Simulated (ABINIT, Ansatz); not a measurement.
# Al2O3 (Corundum): G0W0 on several meshes in ABINIT

Wanted: mesh dependence and cost of G0W0 for Al2O3 (Corundum).

Main program and level: ABINIT 10.8.3; PBE and many-body steps on it, plane waves.

Most raw output is cut from this account.

## Step 1: The starting structure

Symmetry: R-3c, No. 167, trigonal system. Conventional cell: a = 4.760 Å, b = 4.760 Å, c = 12.996 Å, α = 90.00°, β = 90.00°, γ = 120.00°. Al has 6 O at 1.85 to 1.97 Å nearest. Nearest to O lie 4 Al at 1.85 to 1.97 Å. Farther neighbours and most contacts between anions are not listed.

As a file:

```cif
data_structure
_symmetry_space_group_name_H-M 'P 1'
_symmetry_Int_Tables_number 1
_cell_length_a 5.1302
_cell_length_b 5.1302
_cell_length_c 5.1302
_cell_angle_alpha 55.287
_cell_angle_beta 55.287
_cell_angle_gamma 55.287
_cell_volume 85.02
loop_
_atom_site_label
_atom_site_type_symbol
_atom_site_fract_x
_atom_site_fract_y
_atom_site_fract_z
_atom_site_occupancy
Al1 Al 0.35216 0.35216 0.35216 1
Al2 Al 0.14784 0.14784 0.14784 1
Al3 Al 0.64784 0.64784 0.64784 1
Al4 Al 0.85216 0.85216 0.85216 1
O5 O 0.55668 0.94332 0.25000 1
O6 O 0.25000 0.55668 0.94332 1
O7 O 0.94332 0.25000 0.55668 1
O8 O 0.44332 0.05668 0.75000 1
O9 O 0.75000 0.44332 0.05668 1
O10 O 0.05668 0.75000 0.44332 1
```

The cell and positions come from the Crystallography Open Database and are kept as given unless a step says otherwise.

## Step 2: Empty states on the mesh, 4×4×4 mesh, 303 bands

This step: ABINIT 10.8.3; DFT, PBE, plane waves, norm-conserving pseudopotentials.

The sums over transitions need many empty states on a uniform mesh; this step solves for them.

run.abi reads:

```
acell 3*1.0 Angstrom
rprim 
  2.380249999995 1.374237978213 4.331866666707
  -2.380249999995 1.374237978213 4.331866666707
  -0.000000000000 -2.748475956495 4.331866666685
ntypat 2
znucl 13 8
natom 10
typat 1 1 1 1 2 2 2 2 2 2
xred 
  0.352160000000 0.352160000000 0.352160000000
  0.147840000000 0.147840000000 0.147840000000
  0.647840000000 0.647840000000 0.647840000000
  0.852160000000 0.852160000000 0.852160000000
  0.556680000000 0.943320000000 0.250000000000
  0.250000000000 0.556680000000 0.943320000000
  0.943320000000 0.250000000000 0.556680000000
  0.443320000000 0.056680000000 0.750000000000
  0.750000000000 0.443320000000 0.056680000000
  0.056680000000 0.750000000000 0.443320000000
pp_dirpath "pseudos"
pseudos "Al.upf, O.upf"
ecut 36
ngkpt 4 4 4
nshiftk 1
shiftk 0 0 0
kptopt 1
chksymbreak 0
iscf -2
irdden 1
istwfk *1
nband 303
nbdbuf 26
tolwfr 1e-09
nstep 60
prtvol 0
indata_prefix "in"
outdata_prefix "out"
tmpdata_prefix "tmp"
```

Run with:

```sh
$ OMP_NUM_THREADS=1 mpirun -n 4 abinit run.abi > log
```

It took 7.2 min on 4 MPI ranks of Arm Neoverse V1, shared host; peak memory 0.75 GiB; 29 min of CPU time.

Numbers from this step:

| Quantity | Value |
| --- | --- |
| gap | 6.266 eV |
| k of the valence top | 0, 0, 0 |
| k of the conduction bottom | 0, 0, 0 |
| least direct gap | 6.266 eV |
| k points computed | 13 |
| lowest point of the top converged band, above the valence top | 107.8716 eV |

On this mesh the gap is 6.266 eV.

The density comes from a self-consistent run that is not shown.

## Step 3: Screening, 4×4×4 mesh, 127 bands, screening to 141.5 eV

The RPA dielectric matrix is built and inverted for each q.

This step: RPA screening on PBE, plane waves, norm-conserving pseudopotentials.

Changes to run.abi since step 2:

```diff
@@ -28,10 +28,11 @@
 chksymbreak 0
-iscf -2
-irdden 1
 istwfk *1
-nband 303
-nbdbuf 26
-tolwfr 1e-09
-nstep 60
-prtvol 0
+occopt 1
+irdwfk 1
+optdriver 3
+nband 127
+ecuteps 5.2
+inclvkb 2
+awtr 1
+symchi 1
 indata_prefix "in"
```

Wall time 6.3 min (4 MPI ranks); peak memory 3.3 GiB.

This step gave:

```
ε∞ with local fields, on this mesh, along the program's q direction : 3.031
the same without local fields                                       : 3.247
plasma frequency                                                    : 27.90 eV
plane waves in the screening matrix                                 : 321
```

Local fields lower ε∞ by 7 %.

## Step 4: 4×4×4

The self-energy is evaluated for the states that the input lists, and the levels follow from it, in one-shot runs by the linearised quasiparticle equation.

This step: G0W0 on PBE, plane waves, norm-conserving pseudopotentials.

Changes to run.abi since step 3:

```diff
@@ -31,8 +31,15 @@
 irdwfk 1
-optdriver 3
+optdriver 4
 nband 127
+gwcalctyp 0
+ecutsigx 36
+symsigma 1
+nkptgw 1
+kptgw 
+  0.0000000000 0.0000000000 0.0000000000
+bdgw 
+  22 26
 ecuteps 5.2
-inclvkb 2
-awtr 1
-symchi 1
+irdscr 1
+ppmodel 1
 indata_prefix "in"
```

It took 15 s on 4 MPI ranks; peak memory 2.1 GiB; 60 s of CPU time.

This step gave:

| Quantity | Value |
| --- | --- |
| G0W0 gap on the points computed | 8.454 eV |
| starting gap on the mesh | 6.266 eV |
| k of the valence top | 0, 0, 0 |
| k of the conduction bottom | 0, 0, 0 |
| Z at the valence top | 0.819 |
| Z at the conduction bottom | 0.854 |
| least direct G0W0 gap on the computed points | 8.454 eV |

The gap on the mesh goes from 6.27 eV to 8.45 eV, a correction of +2.19 eV.

## Step 5: Empty states on the mesh, 2×2×2 mesh, 139 bands

This step: DFT, PBE, plane waves, norm-conserving pseudopotentials.

Changes to run.abi since step 4:

```diff
@@ -23,3 +23,3 @@
 ecut 36
-ngkpt 4 4 4
+ngkpt 2 2 2
 nshiftk 1
@@ -28,18 +28,10 @@
 chksymbreak 0
+iscf -2
+irdden 1
 istwfk *1
-occopt 1
-irdwfk 1
-optdriver 4
-nband 127
-gwcalctyp 0
-ecutsigx 36
-symsigma 1
-nkptgw 1
-kptgw 
-  0.0000000000 0.0000000000 0.0000000000
-bdgw 
-  22 26
-ecuteps 5.2
-irdscr 1
-ppmodel 1
+nband 139
+nbdbuf 12
+tolwfr 1e-09
+nstep 60
+prtvol 0
 indata_prefix "in"
```

Wall time 39 s (4 MPI ranks); peak memory 0.38 GiB; 2.6 min of CPU time.

This step gave:

* gap: 6.266 eV
* k of the valence top: 0, 0, 0
* k of the conduction bottom: 0, 0, 0
* least direct gap: 6.266 eV
* k points computed: 4
* lowest point of the top converged band, above the valence top: 58.0362 eV

On this mesh the gap is 6.266 eV.

## Step 6: Screening, 2×2×2 mesh, 127 bands, screening to 141.5 eV

This step: RPA screening on PBE, plane waves, norm-conserving pseudopotentials.

Changes to run.abi since step 5:

```diff
@@ -28,10 +28,11 @@
 chksymbreak 0
-iscf -2
-irdden 1
 istwfk *1
-nband 139
-nbdbuf 12
-tolwfr 1e-09
-nstep 60
-prtvol 0
+occopt 1
+irdwfk 1
+optdriver 3
+nband 127
+ecuteps 5.2
+inclvkb 2
+awtr 1
+symchi 1
 indata_prefix "in"
```

It took 35 s on 4 MPI ranks; peak memory 1.4 GiB; 2.3 min of CPU time.

This step gave:

```yaml
eps_infinity_with_local_fields_on_this_mesh_along_the_program_s_q_direction: 3.104
the_same_without_local_fields: 3.321
plasma_frequency: 27.90 eV
plane_waves_in_the_screening_matrix: 321
```

## Step 7: 2×2×2

This step: G0W0 on PBE, plane waves, norm-conserving pseudopotentials.

Changes to run.abi since step 6:

```diff
@@ -31,8 +31,15 @@
 irdwfk 1
-optdriver 3
+optdriver 4
 nband 127
+gwcalctyp 0
+ecutsigx 36
+symsigma 1
+nkptgw 1
+kptgw 
+  0.0000000000 0.0000000000 0.0000000000
+bdgw 
+  22 26
 ecuteps 5.2
-inclvkb 2
-awtr 1
-symchi 1
+irdscr 1
+ppmodel 1
 indata_prefix "in"
```

Elapsed: 6.3 s, on 4 MPI ranks; peak memory 1 GiB; 25 s of CPU time.

Numbers from this step:

```yaml
g0w0_gap_on_the_points_computed: 8.334 eV
starting_gap_on_the_mesh: 6.266 eV
k_of_the_valence_top: 0, 0, 0
k_of_the_conduction_bottom: 0, 0, 0
z_at_the_valence_top: 0.823
z_at_the_conduction_bottom: 0.858
least_direct_g0w0_gap_on_the_computed_points: 8.334 eV
```

Against G0W0 in ABINIT (4×4×4 mesh, 127 bands, screening to 141.5 eV, Godby-Needs plasmon pole), the gap moves by −0.120 eV.

## Step 8: The runs together

Times are wall times on 4 MPI ranks of Arm Neoverse V1, shared host, good to a factor of about two. A run's time includes the screening step that it read.

```csv
run,mesh,bands,screening cutoff (eV),DFT gap (eV),gap on the mesh (eV),direct (eV),ε∞ used,time
4×4×4,4×4×4,127,141.5,6.266,8.454,8.454,3.03,6.6 min
2×2×2,2×2×2,127,141.5,6.266,8.334,8.334,3.10,41 s
```

## Step 9: Outcome

* 4×4×4: 8.454 eV
* 2×2×2: 8.334 eV
* known limits: not at the basis limit; coarse k mesh

In words: 2×2×2: −0.120 eV against 4×4×4. Bands and cutoff are finite, so the gap is not at the basis limit. The miss can reach some tenths of an eV and take either sign; the mesh is an error of its own. In the G0W0 runs levels were corrected at 1 k point alone, so a gap called «on the mesh» is the least over those, and an edge elsewhere would be missed.

[Paths, hosts, dates, memory and timing lines, banners, echoed tables and standing remarks are left out of the program output.]

[Logs are printed without paths, hosts, clocks, repeated set-up lines and the standing remarks that a program may print on its own settings, such as how far it seeks lower states.]

[Runs of the session that timed out or met a known fault of the program may be left out.]

[Hosts, paths, dates, database ids (printed as entryN), source tags and the programs' standing remarks are cut or masked in the printed files.]

[G0W0 gaps are taken among the corrected bands and points alone; a level outside them can change the order at an edge.]

[Where Ansatz stands beside ABINIT at settings called matched, ABINIT's density can come from a denser mesh and the files from another edition; pairs whose starting gaps differed by over 0.03 eV were left out, so agreement reads better than it is.]
